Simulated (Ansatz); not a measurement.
**What LiBeF3 (model cell, started as cubic perovskite with Be in the octahedra) distorts into**

Aim: this structure of LiBeF3 (model cell, started as cubic perovskite with Be in the octahedra) is to be tested for unstable modes, and one is followed downhill.

Calculated with Ansatz 0.2.0; DFT PBE, scalar-relativistic, plane waves, PAW; PAW set soft_1.

The structure was built from a prototype and need not be the compound's stable phase.

**1. Set-up**

The structure is cubic, space group Pm-3m (No. 221). Conventional cell: a = 3.497 Å, b = 3.497 Å, c = 3.497 Å, α = 90.00°, β = 90.00°, γ = 90.00°. Li has 12 F at 2.47 Å nearest. Nearest to Be lie 6 F at 1.75 Å. Nearest to F lie 2 Be at 1.75 Å. Farther neighbours and most contacts between anions are not listed.

**2. Response at finite wavevector**

The cell comes from relaxations at this level that are not shown. Stability and thermal properties need the whole zone. Linear response on a 4×4×4 q mesh gives force constants as far as a supercell of that size would, and the tensors from the zone-centre run are typed in so that the long-range dipole term is interpolated apart.

input.yaml

```yaml
crystal:
  lattice:
    - [3.497342264, 0.0, 0.0]
    - [0.0, 3.497342264, 0.0]
    - [0.0, 0.0, 3.497342264]
  atoms:
    - { symbol: Li, position: [0.0, 0.0, 0.0] }
    - { symbol: Be, position: [0.5, 0.5, 0.5] }
    - { symbol: F, position: [0.5, 0.5, 0.0] }
    - { symbol: F, position: [0.5, 0.0, 0.5] }
    - { symbol: F, position: [0.0, 0.5, 0.5] }
kpoints:
  mp_grid: { grid: [8, 8, 8] }
hamiltonian:
  xc: pbe
  pseudopotentials: { kind: paw, azcp: { folder: soft_1 } }
scf:
  occupations: { method: fixed }
output:
  eigenvalues: true
phonons:
  method: dfpt
  qmesh: [4, 4, 4]
  temperatures: { t_max: 1000, t_step: 50 }
  qpath:
    path:
      - [[0.0, 0.0, 0.0], [0.0, 0.5, 0.0], [0.5, 0.5, 0.0], [0.0, 0.0, 0.0], [0.5, 0.5, 0.5], [0.0, 0.5, 0.0]]
      - [[0.5, 0.5, 0.5], [0.5, 0.5, 0.0]]
    npoints: 10
  non_analytic_term:
    high_frequency_dielectric_tensor: [[2.1716, 0.0, 0.0], [0.0, 2.1716, 0.0], [0.0, 0.0, 2.1716]]
    born_effective_charges:
      - { species: Li, tensor: [[1.1859, 0.0, 0.0], [0.0, 1.1859, 0.0], [0.0, 0.0, 1.1859]] }
      - { species: Be, tensor: [[2.1891, 0.0, 0.0], [0.0, 2.1891, 0.0], [0.0, 0.0, 2.1891]] }
      - { species: F, tensor: [[-0.8756, 0.0, 0.0], [0.0, -0.8756, 0.0], [0.0, 0.0, -1.6238]] }
      - { species: F, tensor: [[-0.8756, 0.0, 0.0], [0.0, -1.6238, 0.0], [0.0, 0.0, -0.8756]] }
      - { species: F, tensor: [[-1.6238, 0.0, 0.0], [0.0, -0.8756, 0.0], [0.0, 0.0, -0.8756]] }
    source: "zone-centre run at this cell"
```

Command:

```
$ ansatz run input.yaml --threads 4 --pin off --max-ram 16384MiB --backend cpu --events-out ev --progress --plain --runs-dir out
```

Numbers of over 12 decimals in the logs are rounded to 6 here.

The program printed:

```text
Engine: ansatz 0.2.0, aarch64-unknown-linux-gnu
Pseudopotentials: kind: paw
Pseudopotential: Li, paw, valence charge 3, recommended cutoff 420 eV (normal), soft_1/Li.paw.azcp
Pseudopotential: Be, paw, valence charge 2, recommended cutoff 420 eV (normal), soft_1/Be.paw.azcp
Pseudopotential: F, paw, valence charge 7, recommended cutoff 420 eV (normal), soft_1/F.paw.azcp
Functional definition: PBE
  parameter kappa = 0.804
  parameter beta = 0.066725
  exchange = pbe_x(kappa = kappa, mu = beta*pi^2/3)
  correlation = pbe_c(beta = beta)
Crystal: 5 atoms, lattice volume = 42.777 Å³
Basis set: ecut = 420 eV, 847 PW (Γ), exchange–correlation on 48×48×48 points (8 copies of the dense FFT grid, shifted against one another)
Bands: 18, of which v1, the nominal top of the filled ones, is band 13 counted from 1 (12 counted from 0)
Symmetry: 48 space group operations
k-points: 35 of 512
Non-local potential: Li, projectors of the file, l = 0: 3, l = 1: 2, l = 2: 1
Non-local potential: Be, projectors of the file, l = 0: 2, l = 1: 2, l = 2: 1
Non-local potential: F, projectors of the file, l = 0: 2, l = 1: 2, l = 2: 1
PAW form: soft (Blöchl's): semilocal exchange-correlation on the pseudo side does not see the compensation charge
PAW one-centre angular grid: Li, 110 points (default); XC on 96 Gauss nodes
PAW one-centre angular grid: Be, 110 points (default); XC on 64 Gauss nodes
PAW one-centre angular grid: F, 110 points (default); XC on 64 Gauss nodes
Initial density: superposition of atomic densities (chi_scale 0.1, normalization cell, long waves kept (reshape's long-wave potential 0.02 eV rms))
Initial wavefunctions: pseudopotential atomic-orbital guess
Functional: x = pbe(κ = 0.804, μ = 0.219515), c = pbe(β = 0.066725)
SCF iter   1: F=—  HF=-2728.295178 eV  |F-HF|=—  |Δ(HF+E_count)|=         —  Δρ=6.35e-2  dr2=9.96e-1  ethr=3.10e-3  ⟨swp⟩=4.6  Hψ=2993  notcnv=0  defer=77
preconditioner: auto → none  [insulator: Δε(μ)=7.558 eV  Ē_g=19.550 eV  n_scr=6 (ndim 8)  ℏωp=27.8 eV  f_vac=0.000  ε∞_Penn≈3.0]
SCF iter   2: F=—  HF=-2728.385360 eV  |F-HF|=—  |Δ(HF+E_count)|=   9.02e-2  Δρ=2.75e-2  dr2=1.27e-1  ethr=3.10e-3  ⟨swp⟩=2.1  Hψ=1348  notcnv=0  defer=66
SCF iter   3: F=—  HF=-2728.402523 eV  |F-HF|=—  |Δ(HF+E_count)|=   1.72e-2  Δρ=1.19e-2  dr2=2.95e-2  ethr=4.88e-4  ⟨swp⟩=2.0  Hψ=990  notcnv=0  defer=97
SCF iter   4: F=—  HF=-2728.417143 eV  |F-HF|=—  |Δ(HF+E_count)|=   1.46e-2  Δρ=7.61e-4  dr2=1.72e-4  ethr=1.14e-4  ⟨swp⟩=2.1  Hψ=1120  notcnv=0  defer=100
SCF iter   5: F=—  HF=-2728.417276 eV  |F-HF|=—  |Δ(HF+E_count)|=   1.33e-4  Δρ=1.02e-4  dr2=1.62e-6  ethr=6.61e-7  ⟨swp⟩=2.0  Hψ=1124  notcnv=0  defer=102
SCF iter   6: F=—  HF=-2728.417276 eV  |F-HF|=—  |Δ(HF+E_count)|=   4.15e-7  Δρ=2.08e-5  dr2=7.80e-8  ethr=6.22e-9  ⟨swp⟩=2.0  Hψ=957  notcnv=0  defer=44
SCF iter   7: F=—  HF=-2728.417276 eV  |F-HF|=—  |Δ(HF+E_count)|=   1.06e-7  Δρ=9.89e-7  dr2=1.44e-10  ethr=3.00e-10  ⟨swp⟩=2.0  Hψ=982  notcnv=0  defer=44
SCF iter   8: F=-2728.417276 eV  HF=-2728.417276 eV  |F-HF|=2.27e-12  |Δ(HF+E_count)|=  3.40e-10  Δρ=8.11e-8  dr2=1.63e-12  ethr=1.00e-12  ⟨swp⟩=10.1  Hψ=3305  notcnv=0
SCF 1 converged in 8 iterations: F = -2728.417276 eV  dr2 = 1.63e-12
  greatest PAW one-centre occupation: 1.000 electrons in one spin orbital (limit 2), on the Li atom at site 0 (counted from 0), in its partial waves of l = 0
NSCF: frozen V_eff on 35 k-points
NSCF: frozen V_eff on 125 k-points
DFPT response loops at q = (0, 0, 0) (fractional): preconditioner auto → none (the input reference at scf.mixing.eps_inf says where Resta's filter doesn't serve); β = 0.50; Broyden in place of MSR1
NSCF: frozen V_eff on 400 k-points
DFPT response loops at q = (0, 0, 0.25) (fractional): mixed as the last ones told, above
NSCF: frozen V_eff on 250 k-points
DFPT response loops at q = (0, 0, -0.5) (fractional): mixed as the last ones told, above
NSCF: frozen V_eff on 640 k-points
DFPT response loops at q = (0, 0.25, 0.25) (fractional): mixed as the last ones told, above
NSCF: frozen V_eff on 400 k-points
DFPT response loops at q = (0, 0.25, -0.5) (fractional): mixed as the last ones told, above
NSCF: frozen V_eff on 250 k-points
DFPT response loops at q = (0, -0.5, -0.5) (fractional): mixed as the last ones told, above
NSCF: frozen V_eff on 1024 k-points
DFPT response loops at q = (0.25, 0.25, 0.25) (fractional): mixed as the last ones told, above
NSCF: frozen V_eff on 640 k-points
DFPT response loops at q = (0.25, 0.25, -0.5) (fractional): mixed as the last ones told, above
NSCF: frozen V_eff on 400 k-points
DFPT response loops at q = (0.25, -0.5, -0.5) (fractional): mixed as the last ones told, above
NSCF: frozen V_eff on 250 k-points
DFPT response loops at q = (-0.5, -0.5, -0.5) (fractional): mixed as the last ones told, above
SCF converged after 8 iterations
Free energy (F): -2728.417276 eV
Harris-Foulkes:  -2728.417276 eV  (|F-HF|=2.27e-12)
Internal energy: -2728.417276 eV  (E = F + TS)
E sigma→0 (E₀):  -2728.417276 eV
Fermi energy:    2.250274 eV
--- Per-component energies (eV) ---
  E_band       = -193.803019
  E_kinetic    = 632.534021
  E_local      = -1840.390449  (includes V_loc(G=0)·N_el)
  E_nonlocal   = 245.256169
  E_hartree    = 668.614754
  E_xc         = -261.358129
  E_vxc        = -329.931205  (∫ρ·V_xc dr)
  E_paw        = -698.444183  (= ΣΔE_a)
  E_vpaw       = -238.503319  (= ΣTr[D̂ρ^β])
  E_aug_tail   = 0.002297  (compensation charges beyond the density's cutoff)
  E_ewald      = -1474.631755
  E_smearing   = -0.000000  (= −TS)
  E_closure    = 0.000000  (closes the sum)
  Σ components = -2728.417276   (vs F -2728.417276, Δ=0.00e0)
--- Band table (eV; the first three rows and the last of 35) ---
  k-point 0: bands = [... 9 lower, 1.2150, 1.4818, 1.4818, 1.4818, 9.7792, 14.7542, 17.5192, 17.5192, ... 1 higher]
  k-point 1: bands = [... 9 lower, 1.1627, 1.2787, 1.4439, 1.4439, 10.0364, 14.9012, 16.2873, 17.3646, ... 1 higher]
  k-point 2: bands = [... 9 lower, 0.9395, 1.0384, 1.4140, 1.4140, 10.7004, 14.9507, 15.3800, 17.0120, ... 1 higher]
  k-point 34: bands = [... 9 lower, 1.0244, 2.2503, 2.2503, 2.2503, 13.8442, 14.5158, 14.5158, 14.5158, ... 1 higher]
--- Phonons (Γ-DFPT): 4 representative perturbations + reference (Σ response iterations 14) ---
  ASR residual: 3.750e-3 → 0.000e0 eV/Å²; symmetrization residual: 1.150e-6 eV/Å²
  ASR residual per site (eV/Å²): 3.71e-4 3.75e-3 1.72e-3 1.72e-3 1.72e-3
  Γ frequencies (cm⁻¹): -208.46 -208.46 -208.46 0.00 0.00 0.00 207.71 207.71 207.71 212.48 212.48 212.48 485.87 485.87 485.87
--- Phonons (arbitrary-q DFPT): 10 irreducible q on the 4×4×4 mesh ---
  q = [0.0000, 0.0000, 0.0000] (star 1, of the zone-centre solve; hermiticity 2.34e-7, symmetrization 4.45e-13): -208.46 -208.46 -208.46 -0.00 -0.00 0.00 207.71 207.71 207.71 212.48 212.48 212.48 485.87 485.87 485.87
  q = [0.0000, 0.0000, 0.2500] (star 6, 9 solved perturbations in 1560 linear systems a pass and spin channel, the states on 200 of 512 k-point pairs; hermiticity 1.29e-7, symmetrization 4.24e-14): -191.84 -191.84 104.12 104.12 152.61 196.67 196.67 204.72 219.89 232.63 232.63 471.05 471.05 496.04 686.85
  q = [0.0000, 0.0000, -0.5000] (star 3, 9 solved perturbations in 975 linear systems a pass and spin channel, the states on 125 of 512 k-point pairs; hermiticity 1.34e-7, symmetrization 9.38e-10): -168.69 -168.69 119.06 119.06 188.25 188.25 226.82 242.60 244.01 267.75 267.75 451.29 451.29 523.08 657.29
  q = [0.0000, 0.2500, 0.2500] (star 12, 9 solved perturbations in 2460 linear systems a pass and spin channel, the states on 320 of 512 k-point pairs; hermiticity 1.27e-7, symmetrization 2.26e-14): -189.71 -178.06 -13.44 26.22 166.32 180.36 194.16 197.29 235.00 314.54 317.40 455.40 507.79 509.66 685.33
  q = [0.0000, 0.2500, -0.5000] (star 12, 15 solved perturbations on 200 of 512 k-point pairs; hermiticity 1.64e-7, symmetrization 1.05e-8): -165.23 -160.50 -102.64 -46.58 172.37 178.48 202.31 236.74 261.59 285.09 364.46 433.97 505.53 592.14 651.96
  q = [0.0000, -0.5000, -0.5000] (star 3, 9 solved perturbations in 975 linear systems a pass and spin channel, the states on 125 of 512 k-point pairs; hermiticity 1.58e-7, symmetrization 2.51e-9): -170.44 -159.41 -159.41 -151.17 191.91 211.45 237.52 237.52 254.86 254.86 404.09 408.83 556.73 647.09 647.09
  q = [0.2500, 0.2500, 0.2500] (star 8, 4 solved perturbations in 1376 linear systems a pass and spin channel, the states on 512 of 512 k-point pairs; hermiticity 6.35e-8, symmetrization 1.36e-13): -172.46 -172.46 -122.87 -37.47 -37.47 96.11 290.66 290.66 298.01 321.88 321.88 487.25 487.25 528.69 677.15
  q = [0.2500, 0.2500, -0.5000] (star 12, 9 solved perturbations in 2460 linear systems a pass and spin channel, the states on 320 of 512 k-point pairs; hermiticity 1.38e-7, symmetrization 5.84e-9): -157.10 -147.88 -140.57 -70.49 -17.41 15.11 241.21 283.74 313.93 357.14 370.63 453.64 521.62 611.50 632.94
  q = [0.2500, -0.5000, -0.5000] (star 6, 9 solved perturbations in 1560 linear systems a pass and spin channel, the states on 200 of 512 k-point pairs; hermiticity 1.49e-7, symmetrization 6.77e-9): -171.00 -143.23 -143.23 -137.35 -54.37 -54.37 208.59 258.85 362.15 362.15 408.37 454.89 600.13 613.40 613.40
  q = [-0.5000, -0.5000, -0.5000] (star 1, 4 solved perturbations in 350 linear systems a pass and spin channel, the states on 125 of 512 k-point pairs; hermiticity 1.63e-7, symmetrization 8.18e-8): -171.56 -171.56 -171.56 -123.33 -123.33 -123.33 205.67 205.67 412.98 412.98 412.98 573.33 573.33 573.33 617.77
  sum rule: each row above includes the acoustic sum rule's correction from the zone centre's row sums; it moved no ω² by more than (10.64 cm⁻¹)²
  mesh force constants: q→R imaginary residual 1.28e-18; ASR residual 3.750e-3 → 0.000e0 eV/Å²; symmetrization residual 7.994e-15 eV/Å²
  interpolated dispersion: 63 rows × 15 modes
  density of states and harmonic sums: on the 20×20×20 q-mesh, interpolated from the force constants of a 4×4×4 supercell (with the dipole–dipole term of supplied tensors)
  largest difference from the sums on the solved wave vectors: F 5.17e-2 eV, S 9.14e-5 and C_V 3.94e-5 eV/K
  zero-point energy: 0.240604 eV/cell   skipped modes (ω ≤ 0): 1043, of them read as no rigid motion or as one in doubt: 1040 (3.635e0 modes/cell left out, lowest -208.46 cm⁻¹)   left out of the sums: 2.42e-1 of the cell's modes: C_V's classical limit lies that fraction below 3 k_B per atom; for a crystal, a wire or a layer, F and S can be off by more, and a phonons.interpolated_qmesh denser along its periods is the remedy for the sampling
```

Wall time 3.8 min (4 threads of Arm Neoverse V1, shared host); peak memory 1.1 GiB; 15 min of CPU time.

Numbers from this step:

* gap on the k-mesh: 7.529 eV
* volume per atom: 8.555 Å³
* sum-rule residual before enforcement: 0.003750 eV/Å²
* lowest frequency on the path: -208.5 cm⁻¹
* point group: m-3m
* highest frequency on the path or at a solved wavevector: 705.3 cm⁻¹
* highest optical mode at the zone centre (no LO-TO term): 485.9 cm⁻¹
* lowest optical zone-centre mode: -208.5 cm⁻¹
* lowest mode on the q mesh (acoustic modes at Γ apart): -208.5 cm⁻¹

Frequencies (cm⁻¹) solved at each irreducible wavevector; negative means imaginary. Frequencies by wavevector, by row:

```
q in reciprocal lattice units  star  mode 1  mode 2  mode 3  mode 4  mode 13  mode 14  mode 15
                        0 0 0     1  -208.5  -208.5  -208.5       0    485.9    485.9    485.9
                     0 0 0.25     6  -191.8  -191.8   104.1   104.1    471.1      496    686.9
                     0 0 -0.5     3  -168.7  -168.7   119.1   119.1    451.3    523.1    657.3
                  0 0.25 0.25    12  -189.7  -178.1   -13.4    26.2    507.8    509.7    685.3
                  0 0.25 -0.5    12  -165.2  -160.5  -102.6   -46.6    505.5    592.1      652
                  0 -0.5 -0.5     3  -170.4  -159.4  -159.4  -151.2    556.7    647.1    647.1
               0.25 0.25 0.25     8  -172.5  -172.5  -122.9   -37.5    487.2    528.7    677.1
               0.25 0.25 -0.5    12  -157.1  -147.9  -140.6   -70.5    521.6    611.5    632.9
               0.25 -0.5 -0.5     6    -171  -143.2  -143.2  -137.3    600.1    613.4    613.4
               -0.5 -0.5 -0.5     1  -171.6  -171.6  -171.6  -123.3    573.3    573.3    617.8
```

Interpolated from a 4×4×4 q mesh, with the LO-TO term (at Γ the limit along the path; where Γ stands inside the path, tables give the limit on arrival). The phonon branches at the labelled points (cm⁻¹):

| point | branch 1 | branch 2 | branch 3 | branch 4 | branch 12 | branch 13 | branch 14 | branch 15 |
| --- | --- | --- | --- | --- | --- | --- | --- | --- |
| Γ | -208 | -208 | 0 | 0 | 486 | 486 | 486 | 705 |
| halfway | -192 | -192 | 104 | 104 | 471 | 471 | 496 | 687 |
| X | -169 | -169 | 119 | 119 | 451 | 451 | 523 | 657 |
| halfway | -165 | -160 | -103 | -47 | 434 | 506 | 592 | 652 |
| M | -170 | -159 | -159 | -151 | 409 | 557 | 647 | 647 |
| halfway | -190 | -178 | -13 | 26 | 455 | 508 | 510 | 685 |
| Γ | -208 | -208 | 0 | 0 | 486 | 486 | 486 | 705 |
| halfway | -172 | -172 | -123 | -38 | 487 | 487 | 529 | 677 |
| R | -172 | -172 | -172 | -123 | 573 | 573 | 573 | 618 |
| halfway | -157 | -148 | -141 | -70 | 454 | 522 | 612 | 633 |
| X | -169 | -169 | 119 | 119 | 451 | 451 | 523 | 657 |
| jump to R | -172 | -172 | -172 | -123 | 573 | 573 | 573 | 618 |
| halfway | -171 | -143 | -143 | -137 | 455 | 600 | 613 | 613 |
| M | -170 | -159 | -159 | -151 | 409 | 557 | 647 | 647 |

Symmetry leaves 10 wavevectors to solve. The lowest mode among them, the acoustic zeros apart, lies at Γ and is imaginary, 208.5i cm⁻¹, so the energy falls along it.

**3. The mode frozen in, largest atomic shift 0 Å**

The mode followed lies at q = (0, 0.25, 0.25) with frequency 189.7i cm⁻¹, one of the unstable modes though not the softest. At small amplitude the distorted cell has space group no. 51 by a symmetry search on the positions. The undistorted cell that holds it gives the zero of energy on the same k mesh.

System of this step: LiBeF3 (model cell, started as cubic perovskite with Be in the octahedra). Symmetry: Pm-3m, No. 221, cubic system. Conventional cell: a = 3.497 Å, b = 3.497 Å, c = 3.497 Å, α = 90.00°, β = 90.00°, γ = 90.00°. Li has 12 F at 2.47 Å nearest. Nearest to Be lie 6 F at 1.75 Å. Nearest to F lie 2 Be at 1.75 Å. F has 2 Be at 1.75 Å nearest. Farther neighbours and most contacts between anions are not listed.

input.yaml

```yaml
crystal:
  lattice:
    - [3.497342264, 0.0, 0.0]
    - [0.0, 3.497342264, -3.497342264]
    - [0.0, 6.994684528, 6.994684528]
  atoms:
    - { symbol: Li, position: [0.0, 0.0, 0.0] }
    - { symbol: Li, position: [0.0, 0.5, 0.25] }
    - { symbol: Li, position: [0.0, 0.0, 0.5] }
    - { symbol: Li, position: [0.0, 0.5, 0.75] }
    - { symbol: Be, position: [0.5, 0.0, 0.25] }
    - { symbol: Be, position: [0.5, 0.5, 0.5] }
    - { symbol: Be, position: [0.5, 0.0, 0.75] }
    - { symbol: Be, position: [0.5, 0.5, 0.0] }
    - { symbol: F, position: [0.5, 0.25, 0.125] }
    - { symbol: F, position: [0.5, 0.75, 0.375] }
    - { symbol: F, position: [0.5, 0.25, 0.625] }
    - { symbol: F, position: [0.5, 0.75, 0.875] }
    - { symbol: F, position: [0.5, 0.75, 0.125] }
    - { symbol: F, position: [0.5, 0.25, 0.375] }
    - { symbol: F, position: [0.5, 0.75, 0.625] }
    - { symbol: F, position: [0.5, 0.25, 0.875] }
    - { symbol: F, position: [0.0, 0.0, 0.25] }
    - { symbol: F, position: [0.0, 0.5, 0.5] }
    - { symbol: F, position: [0.0, 0.0, 0.75] }
    - { symbol: F, position: [0.0, 0.5, 0.0] }
kpoints:
  mp_grid: { grid: [6, 4, 2] }
hamiltonian:
  xc: pbe
  pseudopotentials: { kind: paw, azcp: { folder: soft_1 } }
scf:
  occupations: { method: gaussian, width: 0.02 }
output:
  forces: true
  stress: true
  eigenvalues: true
```

The program printed:

```text
[...]
Crystal: 20 atoms, lattice volume = 171.110 Å³
Basis set: ecut = 420 eV, 3379 PW (Γ), exchange–correlation on 48×72×144 points (8 copies of the dense FFT grid, shifted against one another)
Bands: 72, of which v1, the nominal top of the filled ones, is band 52 counted from 1 (51 counted from 0)
Symmetry: 32 space group operations
[...]
k-points: 24 of 48
[...]
k-point 0: bands = [... 48 lower, 1.4817, 1.6881, 1.6881, 2.2339, 9.7791, 11.4675, 11.4675, 13.6501, ... 5 higher]
  k-point 1: bands = [... 48 lower, 1.4914, 1.4914, 2.0290, 2.0290, 10.2761, 10.2761, 12.8610, 12.8610, ... 5 higher]
  k-point 2: bands = [... 48 lower, 1.3783, 1.3821, 1.4914, 2.0290, 10.2761, 11.7322, 11.7322, 12.8610, ... 5 higher]
  k-point 23: bands = [... 48 lower, 2.1159, 2.1159, 2.1159, 2.1159, 13.5327, 13.5327, 13.5327, 13.5327, ... 5 higher]
[key lines of the parts left out:]
SCF converged after 9 iterations
Free energy (F): -10913.669040 eV
Fermi energy:    6.014733 eV
P = ⅓ Tr σ = 0.0018 GPa (0.018 kbar)
```

Wall time 6.9 s (4 threads); peak memory 0.68 GiB.

This step gave:

```yaml
pressure: 0.001828 GPa
energy_from_the_undistorted_cell: 0 meV/atom
```

At this level the gap is 7.53 eV on the k-mesh of the self-consistent run, which can miss the band edges.

[end of part 1 of 3]

[Logs are printed without paths, hosts, clocks, repeated set-up lines and the standing remarks that a program may print on its own settings, such as how far it seeks lower states.]

[Hosts, paths, dates, database ids (printed as entryN), source tags and the programs' standing remarks are cut or masked in the printed files.]
